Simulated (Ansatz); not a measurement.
# Phonons of CoSi2 (Fm-3m) against volume, part 2 of 2

Aim: how do the optical modes of CoSi2 (Fm-3m) move with volume?

Ansatz 0.2.0; DFT LDA, scalar-relativistic, plane waves, PAW; PAW set soft_1.

So far, highest optical mode at the zone centre (no LO-TO term) (cm⁻¹): step 5 (zone-centre response at rest) 348.

The database entry behind the starting cell differs from later determinations by our own check (0.1 to 0.3 % short, probably kX units), so it need not match the best structure at ambient conditions.

### 7. Modes of this member: 1.06 times the volume at rest

The zone-centre modes follow for 1.06 times the volume at rest.

Input file input.yaml:

```yaml
crystal:
  lattice:
    - [0.0, 2.6887494294, 2.6887494294]
    - [2.6887494294, 0.0, 2.6887494294]
    - [2.6887494294, 2.6887494294, 0.0]
  atoms:
    - { symbol: Si, position: [0.25, 0.25, 0.25] }
    - { symbol: Si, position: [0.75, 0.75, 0.75] }
    - { symbol: Co, position: [0.0, 0.0, 0.0] }
kpoints:
  mp_grid: { grid: [16, 16, 16] }
hamiltonian:
  xc: lda
  pseudopotentials: { kind: paw, azcp: { folder: soft_1 }, xc_functional: pbe }
scf:
  occupations: { method: methfessel_paxton, width: 0.2 }
output:
  eigenvalues: true
phonons:
  method: dfpt
```

Started as:

```console
> ansatz run input.yaml --threads 4 --pin off --max-ram 10240MiB --backend cpu --events-out ev --progress --plain --runs-dir out
```

It took 15 s on 4 threads of AMD EPYC 7B13 (Zen 3), shared host; peak memory 0.97 GiB; 53 s of CPU time.

This step gave:

```yaml
sum_rule_residual_before_enforcement: 3.23e-5 eV/Å²
highest_optical_mode_at_the_zone_centre_no_lo_to_term: 308.3 cm⁻¹
lowest_optical_zone_centre_mode: 307.9 cm⁻¹
```

Patterns of degenerate modes are one choice out of their space. The modes at Γ (shares of kinetic energy by element, %):

| mode | frequency (cm⁻¹) | symmetry | Si % | Co % |
| --- | --- | --- | --- | --- |
| 1 | 0.0 | acoustic | 49 | 51 |
| 2 | 0.0 | acoustic | 49 | 51 |
| 3 | 0.0 | acoustic | 49 | 51 |
| 4 | 307.9 | T2g | 100 | 0 |
| 5 | 307.9 | T2g | 100 | 0 |
| 6 | 307.9 | T2g | 100 | 0 |
| 7 | 308.3 | T1u | 51 | 49 |
| 8 | 308.3 | T1u | 51 | 49 |
| 9 | 308.3 | T1u | 51 | 49 |

The lowest optical mode is real, 308 cm⁻¹, and the highest lies at 308.3 cm⁻¹.

Between step 5 and this run (volume ratio 1.06) the value for the highest optical mode at the zone centre (no LO-TO term) moves from 348 cm⁻¹ to 308 cm⁻¹ (-11 %).

### 8. Ground state of a member: 0.9 times the volume at rest

The cell is set to 0.9 times the volume at rest; symmetry leaves nothing else free, so this is a single point.

input.yaml, the sections that differ from step 7:

```yaml
crystal:
  lattice:
    - [0.0, 2.5460243093, 2.5460243093]
    - [2.5460243093, 0.0, 2.5460243093]
    - [2.5460243093, 2.5460243093, 0.0]
  atoms:
    - { symbol: Si, position: [0.25, 0.25, 0.25] }
    - { symbol: Si, position: [0.75, 0.75, 0.75] }
    - { symbol: Co, position: [0.0, 0.0, 0.0] }
output:
  forces: true
  stress: true
  eigenvalues: true
# kpoints, hamiltonian, scf: as in step 7
# phonons: removed
```

It took 1.4 s on 4 threads; peak memory 0.41 GiB.

Numbers from this step:

| Quantity | Value |
| --- | --- |
| pressure | 27.10 GPa |
| volume per atom | 11.00 Å³ |

The forces vanish by symmetry, at a pressure of 27.10 GPa.

### 9. Zone-centre modes of the member: 0.9 times the volume at rest

The zone-centre modes follow for 0.9 times the volume at rest.

input.yaml, as its differences from that of step 8:

```diff
@@ -17,4 +17,4 @@
 output:
-  forces: true
-  stress: true
   eigenvalues: true
+phonons:
+  method: dfpt
```

Run time: 13 s. Hardware: 4 threads; peak memory 0.9 GiB.

Numbers from this step:

```
sum-rule residual before enforcement                    : 1.63e-5 eV/Å²
highest optical mode at the zone centre (no LO-TO term) : 423.2 cm⁻¹
lowest optical zone-centre mode                         : 422.2 cm⁻¹
```

Patterns of degenerate modes are one choice out of their space. Modes at Γ, with each element's share of the kinetic energy:

```
mode  frequency (cm⁻¹)  symmetry  Si %  Co %
   1               0.0  acoustic    49    51
   2               0.0  acoustic    49    51
   3               0.0  acoustic    49    51
   4             422.2       T1u    51    49
   5             422.2       T1u    51    49
   6             422.2       T1u    51    49
   7             423.2       T2g   100     0
   8             423.2       T2g   100     0
   9             423.2       T2g   100     0
```

The lowest optical mode is real, 422 cm⁻¹, and the highest lies at 423.2 cm⁻¹.

For the highest optical mode at the zone centre (no LO-TO term), step 5 gave 348 cm⁻¹; this run, with volume ratio 0.9, gives 423 cm⁻¹ (+22 %).

### 10. All members side by side

The members are set side by side, also those not shown above.

Each row is one cell with its response, relaxed at fixed volume as far as symmetry leaves anything free; energies are extrapolated to zero smearing, and E0 is that at rest; shape and atoms are relaxed in each cell where symmetry leaves them free; all runs use 16×16×16 k points and Methfessel-Paxton smearing of 0.2 eV. State of the crystal along the series:

```
volume ratio  V (Å³/atom)  pressure (GPa)  E - E0 (meV/atom)
         0.9           11            27.1              94.07
        0.92        11.25           20.44              57.89
        0.94        11.49           14.47              31.33
        0.96        11.74           9.112              13.41
        0.98        11.98           4.309              3.234
        0.99         12.1           2.095             0.7956
           1        12.22        -2.63e-5                  0
        1.02        12.47          -3.861              2.994
        1.04        12.71          -7.319              11.57
        1.06        12.96          -10.41              25.14
```

Each mode is tracked from rest by its pattern, and modes that stay within 0.3 cm⁻¹ of each other stand once; shape and atoms are relaxed in each cell where symmetry leaves them free; all runs use 16×16×16 k points and Methfessel-Paxton smearing of 0.2 eV. Optical modes along the series:

```csv
V (Å³/atom),mode 4 (cm⁻¹),mode 7 (cm⁻¹)
11,423.2,422.2
11.25,407,406.5
11.49,391.4,391.3
11.74,376.3,376.5
11.98,361.7,362.1
12.1,354.6,355.1
12.22,347.6,348.1
12.47,333.9,334.5
12.71,320.7,321.2
12.96,307.9,308.3
```

From cubic fits (parabolas where under five rows exist) of ln ω and P against ln V through the rows within about 4 % of rest: γ = −d ln ω / d ln V and dω/dP = γ ω / B. Slopes at rest:

| mode | fitted frequency at rest (cm⁻¹) | Grüneisen parameter γ | dω/dP (cm⁻¹/GPa) |
| --- | --- | --- | --- |
| mode 4 | 347.6 | 1.99 | 3.4 |
| mode 7 | 348.1 | 1.98 | 3.38 |

### 11. Results

| Item | Value |
| --- | --- |
| members | 10 |
| highest optical mode at the zone centre (no LO-TO term), at rest | 348.1 cm⁻¹ |
| bulk modulus at rest | 204 GPa |
| mode 4, γ | 1.99 |
| mode 7, γ | 1.98 |

The series spans -10.4 to 27.1 GPa, and the slope at rest gives a bulk modulus of 204 GPa. Among the modes in the table of slopes γ runs from 1.98 (mode 7) to 1.99 (mode 4). One k mesh and one cutoff serve the ground states and modes of all volumes. These are harmonic frequencies at zero temperature: anharmonic shifts, linewidths and thermal expansion are left out. With no gap, or one that is small against the smearing, the frequencies hang on the k mesh and the smearing, most of all near Kohn anomalies. The runs are without spin polarisation, although the cell has an odd electron count. The PAW files were made for PBE; the program adapts parts of them to the functional of the run, but their partial waves stay those of PBE, an approximation that was not tested in this session. Only the zone centre was solved, so an instability at another wavevector cannot show here.

[Logs are printed without paths, hosts, clocks, repeated set-up lines and the standing remarks that a program may print on its own settings, such as how far it seeks lower states.]

[Hosts, paths, dates, database ids (printed as entryN), source tags and the programs' standing remarks are cut or masked in the printed files.]
